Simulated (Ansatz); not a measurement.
# Structural relaxation of amorphous SiO0.5 (66 atoms)

How does amorphous SiO0.5 (66 atoms) relax, and what do bonds, charges and levels look like afterwards?

Calculated with Ansatz 0.2.0; Kohn-Sham DFT, PBE, PAW (set soft_2), plane waves.

**1. The starting structure**

The cell holds 66 atoms: 44 Si and 22 O. Cell: a = 10.484 Å, b = 10.484 Å, c = 10.484 Å, α = 90.0°, β = 90.0°, γ = 90.0°. 66 atoms (44 Si, 22 O) placed at random at 2.29 g/cm³, melted at 5000 K for 10 ps at fixed volume with the Tersoff Si-O potential (Munetoh et al., Comput. Mater. Sci. 39, 334 (2007)). Quenched from 5000 K to 300 K at 20 K/ps and fixed volume, annealed at 1600 K for 50 ps, held 5 ps.

Before any run, some limits are plain. The quench rate of 20 K/ps far exceeds what a furnace or splat quench reaches, so expect more defects and frozen-in strain than in a real sample. The network of bonds at the start is that of the classical potential that made the cell. Only the Γ point is sampled, in a cell whose shortest periodic width is 10 Å.

**2. Single point at the start**

The forces at the start show how far the geometry lies from a minimum of this functional.

Input file input.yaml:

```yaml
crystal:
  lattice:
    - [10.4839, 0.0, 0.0]
    - [0.0, 10.4839, 0.0]
    - [0.0, 0.0, 10.4839]
  atoms:
    - { symbol: Si, position: [0.58616, 0.01982, 0.70607] }
    - { symbol: Si, position: [0.04599, 0.60436, 0.81972] }
    - { symbol: Si, position: [0.3493, 0.72515, 0.24703] }
    - { symbol: Si, position: [0.81069, 0.51352, 0.17022] }
    - { symbol: Si, position: [0.8183, 0.49803, 0.94256] }
    - { symbol: Si, position: [0.03781, 0.53528, 0.53924] }
    - { symbol: Si, position: [0.07236, 0.94084, 0.09611] }
    - { symbol: Si, position: [0.37522, 0.04898, 0.30702] }
    - { symbol: Si, position: [0.50668, 0.45658, 0.3979] }
    - { symbol: Si, position: [0.64357, 0.36067, 0.25023] }
    - { symbol: Si, position: [0.98836, 0.25699, 0.3232] }
    - { symbol: Si, position: [0.55218, 0.72378, 0.63416] }
    - { symbol: Si, position: [0.64534, 0.39315, 0.84933] }
    - { symbol: Si, position: [0.71305, 0.00154, 0.41208] }
    - { symbol: Si, position: [0.66692, 0.15663, 0.86098] }
    - { symbol: Si, position: [0.24682, 0.66222, 0.92107] }
    - { symbol: Si, position: [0.89795, 0.81559, 0.05077] }
    - { symbol: Si, position: [0.52073, 0.09806, 0.45912] }
    - { symbol: Si, position: [0.37819, 0.13486, 0.90088] }
    - { symbol: Si, position: [0.56505, 0.13057, 0.11119] }
    - { symbol: Si, position: [0.06685, 0.40482, 0.00953] }
    - { symbol: Si, position: [0.47644, 0.8152, 0.89924] }
    - { symbol: Si, position: [0.49553, 0.86494, 0.12713] }
    - { symbol: Si, position: [0.78059, 0.0814, 0.0404] }
    - { symbol: Si, position: [0.77275, 0.22288, 0.39574] }
    - { symbol: Si, position: [0.63844, 0.81361, 0.29939] }
    - { symbol: Si, position: [0.15629, 0.08665, 0.46665] }
    - { symbol: Si, position: [0.50553, 0.67198, 0.41694] }
    - { symbol: Si, position: [0.8284, 0.7196, 0.23955] }
    - { symbol: Si, position: [0.44299, 0.38838, 0.04305] }
    - { symbol: Si, position: [0.99361, 0.75435, 0.38495] }
    - { symbol: Si, position: [0.17109, 0.86872, 0.29127] }
    - { symbol: Si, position: [0.42191, 0.55419, 0.82378] }
    - { symbol: Si, position: [0.1472, 0.35322, 0.52726] }
    - { symbol: Si, position: [0.34831, 0.1436, 0.67089] }
    - { symbol: Si, position: [0.63633, 0.36217, 0.62714] }
    - { symbol: Si, position: [0.02664, 0.4832, 0.2613] }
    - { symbol: Si, position: [0.12485, 0.99115, 0.73578] }
    - { symbol: Si, position: [0.22771, 0.9511, 0.92689] }
    - { symbol: Si, position: [0.28199, 0.54119, 0.11981] }
    - { symbol: Si, position: [0.94793, 0.78278, 0.61416] }
    - { symbol: Si, position: [0.73332, 0.86984, 0.6019] }
    - { symbol: Si, position: [0.98632, 0.14979, 0.12234] }
    - { symbol: Si, position: [0.3534, 0.3631, 0.61141] }
    - { symbol: O, position: [0.03857, 0.25561, 0.02121] }
    - { symbol: O, position: [0.97842, 0.49902, 0.91674] }
    - { symbol: O, position: [0.00696, 0.63555, 0.66664] }
    - { symbol: O, position: [0.12396, 0.47903, 0.13509] }
    - { symbol: O, position: [0.73754, 0.27816, 0.54216] }
    - { symbol: O, position: [0.48287, 0.08973, 0.61196] }
    - { symbol: O, position: [0.47405, 0.01538, 0.1811] }
    - { symbol: O, position: [0.02152, 0.59041, 0.38774] }
    - { symbol: O, position: [0.31187, 0.81021, 0.9165] }
    - { symbol: O, position: [0.00575, 0.9149, 0.68448] }
    - { symbol: O, position: [0.52865, 0.13052, 0.95999] }
    - { symbol: O, position: [0.23067, 0.00529, 0.36035] }
    - { symbol: O, position: [0.209, 0.07178, 0.61986] }
    - { symbol: O, position: [0.1032, 0.22989, 0.43347] }
    - { symbol: O, position: [0.49833, 0.3881, 0.54897] }
    - { symbol: O, position: [0.34296, 0.4688, 0.71918] }
    - { symbol: O, position: [0.3582, 0.27435, 0.96811] }
    - { symbol: O, position: [0.50983, 0.44929, 0.90642] }
    - { symbol: O, position: [0.54984, 0.29136, 0.13155] }
    - { symbol: O, position: [0.48977, 0.69607, 0.7828] }
    - { symbol: O, position: [0.79801, 0.92248, 0.01194] }
    - { symbol: O, position: [0.51282, 0.94812, 0.82309] }
kpoints:
  mp_grid: { grid: [1, 1, 1] }
hamiltonian:
  xc: pbe
scf:
  occupations: { method: gaussian, width: 0.05 }
output:
  forces: true
  stress: true
  populations: intrinsic
  dos:
    method: { smearing: { sigma: 0.15 } }
    de: 0.1
    projected: { site_lists: { O: [O], Si: [Si] } }
  eigenvalues: true
```

Run with:

```bash
ansatz run input.yaml --threads 4 --pin off --max-ram 8192MiB --backend cpu --events-out ev --progress --plain --runs-dir out
```

Output:

```text
Engine: ansatz 0.2.0, aarch64-unknown-linux-gnu
Pseudopotentials: kind: paw
Pseudopotential: Si, paw, valence charge 4, recommended cutoff 420 eV (normal), Si.paw.azcp
Pseudopotential: O, paw, valence charge 6, recommended cutoff 420 eV (normal), O.paw.azcp
[... 5 lines on functional and potentials left out ...]
Crystal: 66 atoms, lattice volume = 1152.308 Å³
Basis set: ecut = 420 eV, 22575 PW (Γ), exchange–correlation on 144×144×144 points (8 copies of the dense FFT grid, shifted against one another)
Bands: 220, of which v1, the nominal top of the filled ones, is band 154 counted from 1 (153 counted from 0)
Symmetry: 1 space group operations
Space group: P1 (ITA 1), of the structure as read, at distance tolerance 1.0e-4 Å
k-points: 1
[... 5 lines on functional and potentials left out ...]
Initial density: superposition of atomic densities (neutral atoms: chi_scale 0, normalization atom), corrected by the library's trained network
Initial wavefunctions: pseudopotential atomic-orbital guess
Functional: x = pbe(κ = 0.804, μ = 0.219515), c = pbe(β = 0.066725)
SCF iter   1: F=—  HF=-40431.206116 eV  |F-HF|=—  |Δ(HF+E_count)|=         —  Δρ=9.01e-3  dr2=2.80e0  ethr=1.77e-3  ⟨swp⟩=8.0  Hψ=1146  notcnv=0  defer=32
preconditioner: auto → LDOS  [metal: Δε(μ)=0.033 eV  Ē_g=9.488 eV  σ=0.050 eV  W_gap=0.36  n_scr=202 (ndim 8)  ℏωp=17.8 eV  f_vac=0.051  D(μ)=41.23/eV (n_scr^D=340)  β→1.0]
SCF iter   2: F=—  HF=-40430.894213 eV  |F-HF|=—  |Δ(HF+E_count)|=   3.12e-1  Δρ=4.35e-3  dr2=4.28e-1  ethr=9.09e-4  ⟨swp⟩=3.0  Hψ=395  notcnv=0  defer=55
SCF iter   3: F=—  HF=-40430.857764 eV  |F-HF|=—  |Δ(HF+E_count)|=   3.64e-2  Δρ=2.06e-3  dr2=1.89e-1  ethr=1.39e-4  ⟨swp⟩=2.0  Hψ=303  notcnv=0  defer=55
SCF iter   4: F=—  HF=-40430.837045 eV  |F-HF|=—  |Δ(HF+E_count)|=   2.07e-2  Δρ=9.77e-4  dr2=3.58e-2  ethr=6.14e-5  ⟨swp⟩=2.0  Hψ=181  notcnv=0  defer=55
SCF iter   5: F=—  HF=-40430.832278 eV  |F-HF|=—  |Δ(HF+E_count)|=   4.77e-3  Δρ=3.82e-4  dr2=5.72e-3  ethr=1.16e-5  ⟨swp⟩=2.0  Hψ=193  notcnv=0  defer=55
SCF iter   6: F=—  HF=-40430.831841 eV  |F-HF|=—  |Δ(HF+E_count)|=   4.37e-4  Δρ=1.86e-4  dr2=1.47e-3  ethr=1.86e-6  ⟨swp⟩=3.0  Hψ=315  notcnv=0  defer=55
SCF iter   7: F=—  HF=-40430.831717 eV  |F-HF|=—  |Δ(HF+E_count)|=   1.24e-4  Δρ=9.80e-5  dr2=4.37e-4  ethr=4.76e-7  ⟨swp⟩=2.0  Hψ=181  notcnv=0  defer=55
SCF iter   8: F=—  HF=-40430.831685 eV  |F-HF|=—  |Δ(HF+E_count)|=   3.18e-5  Δρ=4.34e-5  dr2=7.23e-5  ethr=1.42e-7  ⟨swp⟩=2.0  Hψ=181  notcnv=0  defer=55
SCF iter   9: F=—  HF=-40430.833205 eV  |F-HF|=—  |Δ(HF+E_count)|=   1.52e-3  Δρ=2.01e-5  dr2=1.51e-5  ethr=2.35e-8  ⟨swp⟩=2.0  Hψ=352  notcnv=0  defer=55
SCF iter  10: F=—  HF=-40430.833205 eV  |F-HF|=—  |Δ(HF+E_count)|=   4.00e-7  Δρ=9.08e-6  dr2=2.50e-6  ethr=4.90e-9  ⟨swp⟩=2.0  Hψ=184  notcnv=0  defer=55
SCF iter  11: F=—  HF=-40430.833204 eV  |F-HF|=—  |Δ(HF+E_count)|=   4.99e-8  Δρ=4.69e-6  dr2=6.60e-7  ethr=8.11e-10  ⟨swp⟩=3.0  Hψ=326  notcnv=0  defer=55
SCF iter  12: F=—  HF=-40430.833204 eV  |F-HF|=—  |Δ(HF+E_count)|=   1.18e-8  Δρ=2.25e-6  dr2=1.47e-7  ethr=2.14e-10  ⟨swp⟩=2.0  Hψ=193  notcnv=0  defer=55
SCF iter  13: F=-40430.833204 eV  HF=-40430.833204 eV  |F-HF|=2.19e-8  |Δ(HF+E_count)|=  1.24e-10  Δρ=1.09e-6  dr2=3.49e-8  ethr=3.25e-11  ⟨swp⟩=15.0  Hψ=1414  notcnv=0
SCF 1 converged in 13 iterations: F = -40430.833204 eV  dr2 = 3.49e-8
  greatest PAW one-centre occupation: 0.892 electrons in one spin orbital (limit 2), on the O atom at site 46 (counted from 0), in its partial waves of l = 0
SCF converged after 13 iterations
Free energy (F): -40430.833204 eV
Harris-Foulkes:  -40430.833204 eV  (|F-HF|=2.19e-8)
Internal energy: -40430.779279 eV  (E = F + TS)
E sigma→0 (E₀):  -40430.806242 eV
Entropy (-TS):   -0.053926 eV (-0.817 meV/atom)
Fermi energy:    6.488807 eV
--- Per-component energies (eV) ---
  E_band       = -896.435601
  E_kinetic    = 5789.282295
  E_local      = -17265.464638  (includes V_loc(G=0)·N_el)
  E_nonlocal   = 2178.316778
  E_hartree    = 6731.393024
  E_xc         = -4065.936199
  E_vxc        = -4148.396649  (∫ρ·V_xc dr)
  E_paw        = -26053.000544  (= ΣΔE_a)
  E_vpaw       = -913.015907  (= ΣTr[D̂ρ^β])
  E_aug_tail   = 0.055566  (compensation charges beyond the density's cutoff)
  E_ewald      = -7745.425561
  E_smearing   = -0.053926  (= −TS)
  E_closure    = 0.000000  (closes the sum)
  Σ components = -40430.833204   (vs F -40430.833204, Δ=0.00e0)
--- Forces (eV/Å), atoms counted from 1 ---
  atom   1  Si     4.91627701    -1.81968233     1.44944299
  atom   2  Si     2.75089498     3.21999757     1.79617823
  atom   3  Si     0.24000583     0.40359897     0.38450686
  atom   4  Si    -0.02549612    -1.45711751    -0.51223161
  atom   5  Si    -3.61601605     1.27661314     1.42808089
  atom   6  Si     0.67801089    -3.35960945    -0.08541757
  atom   7  Si     1.44659072     0.44440868     0.32265702
  atom   8  Si     1.74755654     2.46260696     1.32612297
  atom   9  Si    -0.71976726     0.16821455    -2.88758192
  atom  10  Si     1.78817917     1.24957335     2.34576758
  atom  11  Si    -2.65893814     1.09290349    -1.71429386
  atom  12  Si     2.14771900    -0.41840179    -3.60876244
  atom  13  Si     4.58607370    -3.03441863    -1.98211718
  atom  14  Si    -0.01605329    -0.76930354     0.15741495
[...]
atom  65  O     -2.30972704     2.45769108    -0.88699137
  atom  66  O     -1.27383255    -1.93098018    -0.00758607
  max |Σ_I F_I| component: 1.76e-4 eV/Å
--- Stress (GPa, compression-positive) ---
        8.865178      -1.676900      -1.211500
       -1.676903       7.521953      -0.253116
       -1.211500      -0.253116      10.371105
  P = ⅓ Tr σ = 8.9194 GPa (89.194 kbar)
--- Band table (eV) ---
  k-point 0: bands = ["-18.7886", "-18.5611", "-18.3447", "-18.2423", [... 204 levels ...], "10.3592", "10.4289", "10.4605", "10.5695", "10.6490", "10.7193", "10.7500", "10.7643", "10.8405", "10.8656", "10.9111", "11.0147"]
--- intrinsic populations: 66 sites ---
  site symbol       q [e]
     0     Si      3.1627
     1     Si      3.3951
     2     Si      4.0686
[...]
65      O      6.8414
  spilling = 0.000000 (of n_electrons = 308.000000)
```

It took 9.6 s on 4 threads of Arm Neoverse V2, shared host; peak memory 1.1 GiB.

Numbers from this run:

- free energy: -40430.8332 eV
- free energy per atom: -612.5884 eV/atom
- SCF cycles: 13
- pressure: 8.919 GPa
- r.m.s. force component: 1.697 eV/Å
- longest force: 5.845 eV/Å
- Fermi energy: 6.489 eV
- levels partly filled by over 2 per cent: 3

The r.m.s. force component of 1.7 eV/Å and the pressure of 8.9 GPa set the starting point.

Neighbours are counted within 2.68 Å (Si-Si), 2.17 Å (Si-O).

Length of the force by element and coordination:

| element | coordination | atoms | mean length of the force (eV/Å) | spread | least | most |
| --- | --- | --- | --- | --- | --- | --- |
| O | all | 22 | 1.54 | 0.718 | 0.582 | 3.49 |
| O | 2 | 7 | 1.91 | 0.898 | 0.582 | 3.49 |
| O | 3 | 15 | 1.37 | 0.535 | 0.664 | 2.67 |
| Si | all | 44 | 3.10 | 1.38 | 0.607 | 5.85 |
| Si | 3 | 13 | 3.87 | 0.631 | 2.79 | 4.73 |
| Si | 4 | 31 | 2.78 | 1.47 | 0.607 | 5.85 |

(Part 1 of 3 ends here.)

[Long decimals in the printed logs are rounded to 6 places.]

[Logs are printed without paths, hosts, clocks, repeated set-up lines and the standing remarks that a program may print on its own settings, such as how far it seeks lower states.]

[Hosts, paths, dates, database ids (printed as entryN), source tags and the programs' standing remarks are cut or masked in the printed files.]

[A walk said to have stopped at its limit may instead have ended on an SCF cycle that didn't converge.]
